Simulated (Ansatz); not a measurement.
# Where Sr_Mg puts its levels in the gap of MgO (Fm-3m)

Aim: at which Fermi levels does Sr_Mg in MgO (Fm-3m) change its charge? The model is a cell of 54 host atoms with 1 Mg taken out and 1 Sr put in.

Main program and level: Ansatz 0.2.0; place-levels on r2SCAN runs: charge-transition levels and formation energies with image-charge correction and potential alignment at the atomic sites; PAW set soft_1.

**Measured values to reproduce.**

For MgO, rocksalt (bulk crystal), “Electronic structure of alkaline earth and post-transition metal oxides” (2009, arxiv:0908.1581) quotes earlier work: band gap (literature experimental gap) 7.83 eV [Literature value based on experiment; other listed experimental values range from 7.7 to …].

### 1. Set-up

The cell holds 54 atoms: 26 Mg, 27 O and 1 Sr. Its edges and angles: a = 8.925 Å, b = 8.925 Å, c = 8.925 Å, α = 60.0°, β = 60.0°, γ = 60.0°. It derives from MgO (space group Fm-3m). Nearest the centre at fractional (0.667, 0.667, 0.333): Sr51 at 0.00 Å, O28 at 2.10 Å, O44 at 2.10 Å, O32 at 2.10 Å, O34 at 2.10 Å, O46 at 2.10 Å, O50 at 2.10 Å, Mg9 at 2.98 Å.

Structure file:

```xyz
54
Lattice="0.0000 6.3112 6.3112 6.3112 0.0000 6.3112 6.3112 6.3112 0.0000" Properties=species:S:1:pos:R:3 pbc="T T T"
Mg    0.0000    0.0000    0.0000
O     2.1037    2.1037    2.1037
Mg    2.1037    2.1037    0.0000
O     4.2075    4.2075    2.1037
Mg    4.2075    4.2075    0.0000
O     6.3112    6.3112    2.1037
Mg    2.1037    0.0000    2.1037
O     4.2075    2.1037    4.2075
Mg    4.2075    2.1037    2.1037
O     6.3112    4.2075    4.2075
Mg    6.3112    4.2075    2.1037
O     8.4150    6.3112    4.2075
Mg    4.2075    0.0000    4.2075
O     6.3112    2.1037    6.3112
Mg    6.3112    2.1037    4.2075
O     8.4150    4.2075    6.3112
Mg    8.4150    4.2075    4.2075
O    10.5187    6.3112    6.3112
Mg    0.0000    2.1037    2.1037
O     2.1037    4.2075    4.2075
Mg    2.1037    4.2075    2.1037
O     4.2075    6.3112    4.2075
Mg    4.2075    6.3112    2.1037
O     6.3112    8.4150    4.2075
Mg    2.1037    2.1037    4.2075
O     4.2075    4.2075    6.3112
Mg    4.2075    4.2075    4.2075
O     6.3112    6.3112    6.3112
Mg    6.3112    6.3112    4.2075
O     8.4150    8.4150    6.3112
Mg    4.2075    2.1037    6.3112
O     6.3112    4.2075    8.4150
Mg    6.3112    4.2075    6.3112
O     8.4150    6.3112    8.4150
Mg    8.4150    6.3112    6.3112
O    10.5187    8.4150    8.4150
Mg    0.0000    4.2075    4.2075
O     2.1037    6.3112    6.3112
Mg    2.1037    6.3112    4.2075
O     4.2075    8.4150    6.3112
Mg    4.2075    8.4150    4.2075
O     6.3112   10.5187    6.3112
Mg    2.1037    4.2075    6.3112
O     4.2075    6.3112    8.4150
Mg    4.2075    6.3112    6.3112
O     6.3112    8.4150    8.4150
Mg    6.3112    8.4150    6.3112
O     8.4150   10.5187    8.4150
Mg    4.2075    4.2075    8.4150
O     6.3112    6.3112   10.5187
Sr    6.3112    6.3112    8.4150
O     8.4150    8.4150   10.5187
Mg    8.4150    8.4150    8.4150
O    10.5187   10.5187   10.5187
```

Known beforehand: the electronic dielectric constant, 3.24, and the static one, 10.37, from a response run on this crystal (DFPT, PBEsol) at that run's own cell.

The cell's shortest repeat is 8.9 Å.

### 2. Charge states

A transition level is the Fermi level at which two charge states cost the same, so each charge needs its own total energy, at its own relaxed structure.

Each atom starts 0.05 Å or so off its site in a random direction: a symmetric start keeps its symmetry, and would miss off-centre moves and Jahn–Teller distortions. Forces are taken at one point at (¼, ¼, ¼). The cell holds 1 electron more than the neutral one, with a uniform background that keeps it neutral on the whole. The electron count is odd, so at least one spin is unpaired; this run locks the moment at 1 μB.

The sampling was tested on the host first: at the k-points planned (1x1x1 shifted 0.25 0.25 0.25) its energy lies 0.020 eV an atom from the dense-mesh value, under the bound of 0.02 eV set for this test; that bounds the host's error, not the defect's.

One state's input; the others differ in charge, spin, start and seed, and in occupations where the table says so.

qm1_M1.relax/input.yaml reads:

```yaml
crystal:
  lattice:
    - [0.0, 2.10374764, 2.10374764]
    - [2.10374764, 0.0, 2.10374764]
    - [2.10374764, 2.10374764, 0.0]
  atoms:
    - { symbol: Mg, position: [0.0, 0.0, 0.0] }
    - { symbol: O, position: [0.5, 0.5, 0.5] }
  supercell: [3, 3, 3]
  defects: [{ substitution: { at: 50, symbol: Sr } }]
total_charge: -1
basis:
  ecutwfc: 500
  xc_grid: 2
hamiltonian:
  xc: r2scan
  pseudopotentials: { kind: paw, azcp: { folder: soft_1 } }
kpoints:
  mp_grid: { grid: [1, 1, 1], shift: [0.25, 0.25, 0.25] }
magnetization:
  spin_polarized: true
  initial_magnetization: 1
  spin_locking: { lock_magnetization: hard }
scf:
  occupations: { method: fixed }
  max_iter: 60
output:
  forces: true
  charged_corrections: { epsilon: 3.24, static_epsilon: 10.37 }
relax:
  f_tol: 0.02
  max_steps: 80
  random_displacement: { amplitude: 0.05, seed: 2419 }
checkpoint:
  write: "../qm1_M1.relax.run"
  compress: false
  write_wavefunctions: true
  write_every: 100000
```

Started as:

```
$ ansatz run input.yaml --threads 4 --pin off --max-ram 7536MiB --backend cpu --events-out ev --progress --plain --runs-dir out
```

Defect states can disperse in a cell of this size, so the energy is taken again at a 2×2×2 shifted mesh, on the relaxed structure.

The run of this state that the levels use, under r2SCAN:

qm1_M1.point/input.yaml reads:

```yaml
crystal:
  checkpoint: "../qm1_M1.relax.run"
  host: checkpoint
total_charge: -1
basis:
  ecutwfc: 500
  xc_grid: 2
hamiltonian:
  xc: r2scan
  pseudopotentials: { kind: paw, azcp: { folder: soft_1 } }
kpoints:
  mp_grid: { grid: [2, 2, 2], shift: [0.5, 0.5, 0.5] }
magnetization:
  spin_polarized: true
  initial_magnetization: 1
  spin_locking: { lock_magnetization: hard }
scf:
  occupations: { method: fermi_dirac, width: 0.01 }
  max_iter: 60
output:
  forces: true
  eigenvalues: true
  charged_corrections:
    epsilon: 3.24
    static_epsilon: 10.37
    defect_position: [0.666667, 0.666667, 0.333333]
  eigenstates: { localisation: true }
  populations: true
  efg: {}
  band_densities: [{ bands: [v1, v1] }, { bands: [c1, c1] }]
  write_density: true
  write_potential: true
  volumetric_format: npy
checkpoint:
  read: "../qm1_M1.relax.run"
  write: "../qm1_M1.point.run"
  compress: false
  write_wavefunctions: false
  write_every: 100000
```

Relaxations under r2SCAN at one point at (¼, ¼, ¼); times on 4 threads of Arm Neoverse V2, shared host:

| charge | moment (μB) | occupations | outcome | steps | largest displacement against the far atoms (Å) | time |
| --- | --- | --- | --- | --- | --- | --- |
| −1 | 1 | fixed | converged | 5 | 0.17 | 2 min |
| 0 | 0 | fixed | converged | 4 | 0.17 | 46 s |
| +1 | 1 | fixed | converged | 5 | 0.18 | 2.8 min |

Single points under r2SCAN at a 2×2×2 shifted mesh; times on 4 threads of Arm Neoverse V2, shared host:

| charge | moment (μB) | occupations | outcome | time |
| --- | --- | --- | --- | --- |
| −1 | 1 | fermi-dirac | converged | 2.1 min |
| 0 | 0 | fermi-dirac | converged | 53 s |
| +1 | 1 | fermi-dirac | converged | 2.4 min |

Distances (Å) from Sr51 to the nearest atoms after relaxation with r2SCAN:

| charge | moment (μB) | 1. | 2. | 3. | 4. | 5. | 6. |
| --- | --- | --- | --- | --- | --- | --- | --- |
| −1 | 1 | O 2.28 | O 2.28 | O 2.28 | O 2.28 | O 2.28 | O 2.28 |
| 0 | 0 | O 2.28 | O 2.28 | O 2.28 | O 2.28 | O 2.28 | O 2.28 |
| +1 | 1 | O 2.27 | O 2.27 | O 2.27 | O 2.27 | O 2.28 | O 2.28 |

### 3. place-levels, r2SCAN

A charged cell interacts with its images and the background, and its potential has another zero than the host's. place-levels removes the first by a point-charge model, screened by the static dielectric constant since the ions have relaxed around the charge, and the second by comparing potentials at atoms far from the defect.

The host is a run of the defect-free crystal in the same cutoffs, grids and k-points, so that basis and sampling errors cancel in part in the differences. The host is run in a cell of 2 atoms on a matching mesh. Its band edges are searched through the zone by a band path, so the gap is smaller than, or equal to, that on the mesh. Chemical potentials are energies per atom of Mg (hcp) and Sr (fcc), run with the same functional and cutoff.

levels.point.yaml reads:

```yaml
host:
  run: host.point.run
states: [qm1_M1.point.run, q0.point.run, qp1_M1.point.run]
geometry_from:
  qm1_M1.point.run: qm1_M1.relax.run
  q0.point.run: q0.relax.run
  qp1_M1.point.run: qp1_M1.relax.run
chemical_potentials:
  Mg:
    energy: -1926.407918
    dataset: "<sha256 of the dataset>"
  Sr:
    energy: -3555.131429
    dataset: "<sha256 of the dataset>"
epsilon: 3.24
static_epsilon: 10.37
vertical:
  - { from: qm1_M1.point.run, to: qm1_M1.point_neutral.run }
  - { from: qp1_M1.point.run, to: qp1_M1.point_neutral.run }
```

Started as:

```
$ ansatz place-levels levels.point.yaml -- --threads 4 --pin off --max-ram 7536MiB
```

Numbers of over 12 decimals in the logs are rounded to 6 here.

The program printed:

```text
[... repeated set-up lines and file paths are left out, and long positions are rounded to six places ...]
(+1/0) 0.000 eV above the valence edge (-0.200 eV without the band-filling correction), 5.678 eV under the conduction edge
(0/-1) 5.720 eV above the valence edge (+7.019 eV without the band-filling correction), in the conduction band
formation energy of charge +1: +3.006 eV with the Fermi level at the valence edge
formation energy of charge 0: +3.006 eV with the Fermi level at the valence edge
formation energy of charge -1: +8.726 eV with the Fermi level at the valence edge
vertical -1 to 0: no energy, since no alignment is typed
  the change from vertical[0].from (qm1_M1.point.run) to vertical[0].to (qm1_M1.point_neutral.run): by its potential at epsilon 3.24 it is spread over the cell along a vector, with an rms radius of about 6.1 Å (3.5 3.5 3.5 Å across the planes of the cell's [...]
vertical +1 to 0: no energy, since no alignment is typed
  the change from vertical[1].from (qp1_M1.point.run) to vertical[1].to (qp1_M1.point_neutral.run): by its potential at epsilon 3.24 it stands at 0.667 0.667 0.335, with an rms radius of about 4.0 Å (2.4 2.4 2.2 Å across the planes of the cell's vectors); [...]
  edges by r2scan, gap 5.678 eV; the host is sampled to repeats of 17.85 Å
  the defect's cells are sampled to repeats of 17.85 Å, like sampling
  charge +1: -69087.9113 eV with its correction of +0.508 eV, at epsilon 10.37, aligned at sites: +0.2557 eV, mean over 21 atomic sites at or beyond 4.46 Å from the defect at [0.6667, 0.6667, 0.3333], with +0.000000 for the charge's moments and without [...]
  states[2] (qp1_M1.point.run): levels filled in part (TS 0.004 eV): its energy is of no whole electron's
  charge 0: +0.000 eV for its dipole among its images, +0.000 omitted
  charge -1: -69065.7235 eV with its correction of -0.188 eV, at epsilon 10.37, aligned at sites: +0.4400 eV, mean over 21 atomic sites at or beyond 4.46 Å from the defect at [0.6667, 0.6667, 0.3333], with +0.000000 for the charge's moments and without [...]
  of states[2] (qp1_M1.point.run): it parts from the run at its places by a charge that spreads by about 2.4 Å along one vector (1.3 Å or more is wide), by its potential at epsilon 3.24, taken for that of held ions (one typed too small widens it), where the [...]
  of states[1] (q0.point.run): its alignment with the host at atomic sites is doubtful: the cell is too small to show whether the defect's potential has decayed: take a larger one
  of states[0] (qm1_M1.point.run): it parts from the run at its places by a charge that spreads by about 3.5 Å along one vector (1.3 Å or more is wide), by its potential at epsilon 3.24, taken for that of held ions (one typed too small widens it), where the [...]
  of vertical[0].from (qm1_M1.point.run): its moments are held at its close (magnetization.spin_locking), by a field of 0.419 eV a Bohr magneton, and its energy and levels are of the state that this holds: a run that lets them go can end lower; [...]
  vertical[1].from (qp1_M1.point.run): levels filled in part (TS 0.004 eV): its energy is of no whole electron's
  of vertical[1].from (qp1_M1.point.run): stability_check_not_made; [...]
```

Run time: 0.27 s. Hardware: 4 threads of Arm Neoverse V2, shared host.

Levels between the charges placed, in eV above the valence top:

|  | gap (eV) | (+1/0) | (0/−1) |
| --- | --- | --- | --- |
| r2SCAN | 5.68 | 0.00 | 5.72 |

Corrections by state:

| charge | moment (μB) | image terms and alignment (eV) | band filling (eV) | ε used | over the lowest of its charge, as the program ranks them, band filling apart (eV) |
| --- | --- | --- | --- | --- | --- |
| +1 | 1.0 | 0.508 | -0.200 | 10.37 | 0.000 |
| 0 | 0.0 | 0.000 | - | - | 0.000 |
| −1 | 1.0 | -0.188 | -1.299 | 10.37 | 0.000 |

The charged structures listed were also run neutral, and place-levels reads from each pair, by the potential or the spins, how wide the charge is by which they differ; that can be the carrier of either run.

| charge | rms radius (Å) | spread where it is widest against the cell (Å) | wide from (Å) | reading |
| --- | --- | --- | --- | --- |
| +1 | 4.0 | 2.41 | 1.26 | wide |
| −1 | 6.1 | 3.52 | 1.26 | wide |

The neutral runs of these pairs need not share the spin of the lowest neutral state, and very wide values only mean spread over the cell.

From the program's caveats on the states, each cut to its opening words:

- charge +1 (1 μB): it parts from the run at its places by a charge that spreads by about 2.4 Å along one vector (1.3 Å or more is wide), by its potential at epsilon 3.24, taken [...]
- charge +1 (1 μB): a band-filling correction moves a carrier to the host's band edge, which changes its energy by -0.200 eV
- charge +1 (1 μB), 0, −1 (1 μB): its alignment with the host at atomic sites is doubtful: the cell is too small to show whether the defect's potential has decayed: take a larger one
- charge +1 (1 μB), −1 (1 μB): flagged: stability check not made
- charge −1 (1 μB): it parts from the run at its places by a charge that spreads by about 3.5 Å along one vector (1.3 Å or more is wide), by its potential at epsilon 3.24, taken [...]
- charge −1 (1 μB): a band-filling correction moves a carrier to the host's band edge, which changes its energy by -1.299 eV
- charge −1 (1 μB): its moments are held at its close (magnetization.spin_locking), by a field of 0.419 eV a Bohr magneton, and its energy and levels are of the state that this [...]

The host's formation energy from the elements is -2.963 eV per atom; it sets how far the chemical potentials can move.

Formation energies (eV), Mg-rich (Δμ(Mg) = 0.00 eV, Δμ(O) = -5.93 eV, Δμ(Sr) = 0.00 eV):

| charge | Fermi level at the valence top | at the conduction bottom |
| --- | --- | --- |
| +1 | 3.01 | 8.68 |
| 0 | 3.01 | 3.01 |
| −1 | 8.73 | 3.05 |

Formation energies (eV), O-rich (Δμ(O) = 0.00 eV, Δμ(Mg) = -5.93 eV, Δμ(Sr) = 0.00 eV):

| charge | Fermi level at the valence top | at the conduction bottom |
| --- | --- | --- |
| +1 | -2.92 | 2.76 |
| 0 | -2.92 | -2.92 |
| −1 | 2.80 | -2.88 |

### 4. The same at the relaxations' own k-points

The relaxations' own energies give the levels at their sampling, for comparison.

levels.relax_mesh.yaml reads:

```yaml
host:
  run: host.relax.run
states: [qm1_M1.relax.run, q0.relax.run, qp1_M1.relax.run]
chemical_potentials:
  Mg:
    energy: -1926.407918
    dataset: "<sha256 of the dataset>"
  Sr:
    energy: -3555.131429
    dataset: "<sha256 of the dataset>"
```

Started as:

```
$ ansatz place-levels levels.relax_mesh.yaml -- --threads 4 --pin off --max-ram 7536MiB
```

The program printed:

```text
(+1/0) 0.006 eV beneath the valence edge (-0.118 eV without the band-filling correction), in the valence band
[...]
formation energy of charge +1: +2.943 eV with the Fermi level at the valence edge
formation energy of charge 0: +2.937 eV with the Fermi level at the valence edge
formation energy of charge -1: +8.641 eV with the Fermi level at the valence edge
  edges by r2scan, gap 5.659 eV; the host is sampled to repeats of 8.93 Å
[... the lines on each state left out ...]
```

It took 0.09 s on 4 threads.

Levels between neighbouring charges, in eV above the valence top:

|  | gap (eV) | (+1/0) | (0/−1) |
| --- | --- | --- | --- |
| one point at (¼, ¼, ¼) | 5.66 | -0.01 | 5.70 |
| a 2×2×2 shifted mesh | 5.68 | 0.00 | 5.72 |

Going from one point at (¼, ¼, ¼) to a 2×2×2 shifted mesh moves formation energies against the elements by up to 0.08 eV; band-filling terms, which differ between samplings, are in these energies.

### 5. Results

```yaml
gap_of_the_host: 5.68 eV (r2SCAN)
level_plus_1_over_0: 0.00 eV above the valence top (-0.20 eV above the valence top without the band-filling term)
level_0_minus_1: 5.72 eV above the valence top, past the conduction bottom (7.02 eV above the valence top without the band-filling term)
lowest_of_the_charges_placed_just_above_the_valence_top_0p02_ev: 0
lowest_of_the_charges_placed_just_below_the_conduction_bottom_0p02_ev: 0
lowest_formation_energy_at_mid_gap_of_the_charges_run_mg_rich: 3.01 eV
lowest_formation_energy_at_mid_gap_of_the_charges_run_o_rich: -2.92 eV
```

**Reading.** Of the charges placed (−1, 0 and +1), 0 is the lowest from 0.02 eV above the valence top to 0.02 eV below the conduction bottom, a gap of 5.68 eV. States placed: +1 at 1 μB; 0 at 0 μB; −1 at 1 μB. Other spin states or structures, where not listed, weren't placed. The program finds carriers beyond a band edge of the host and adds a band-filling term at charge −1 (-1.30 eV) and +1 (-0.20 eV); steps to such a charge show no bound level, and a defect level inside a band would be read the same way. Sr is taken at its element; compounds, which aren't counted here, bound the chemical potentials and would shift these formation energies. The lowest formation energy (O-rich) is negative across the gap, so the defect would form by itself: these chemical potentials lie beyond what competing compounds allow, or the host is unstable against it. Going from one point at (¼, ¼, ¼) to a 2×2×2 shifted mesh moves formation energies against the elements by up to 0.08 eV; band-filling terms, which differ between samplings, are in these energies. The program doubts the alignment of potentials for at least one state, a sign that the cell is small. Keep in mind: the images are only 8.9 Å apart; r2SCAN makes the gap too small and tends to spread out bound carriers; where a gas molecule sets a chemical potential or the host's formation energy, its binding is uncorrected; force components of up to 0.14 eV/Å remain in a run at the final settings.

Computed beside measured:

```
                             quantity  measured           r2SCAN
band gap (least gap of the host) (eV)      7.83  5.68 (-2.15 eV)
```

Measured values from arxiv:0908.1581 (2009).

How well it matches: The band gap is off by -2.15 eV: a clear miss. Local and semilocal functionals usually give gaps below the measured ones. Zero-point and thermal motion shift the measured gap.

[Logs are printed without paths, hosts, clocks, repeated set-up lines and the standing remarks that a program may print on its own settings, such as how far it seeks lower states.]

[Hosts, paths, dates, database ids (printed as entryN), source tags and the programs' standing remarks are cut or masked in the printed files.]

[Where a table of states has a column of steps, it counts the stored structures, which are thinned; the runs took as many ionic steps or more.]

[A defect's name tells the site on which it was built; relaxed atoms can leave that site.]

[For some hosts the program warned that the k-mesh of the response run may be too coarse for force constants and the static dielectric constant; such warnings are not shown here.]
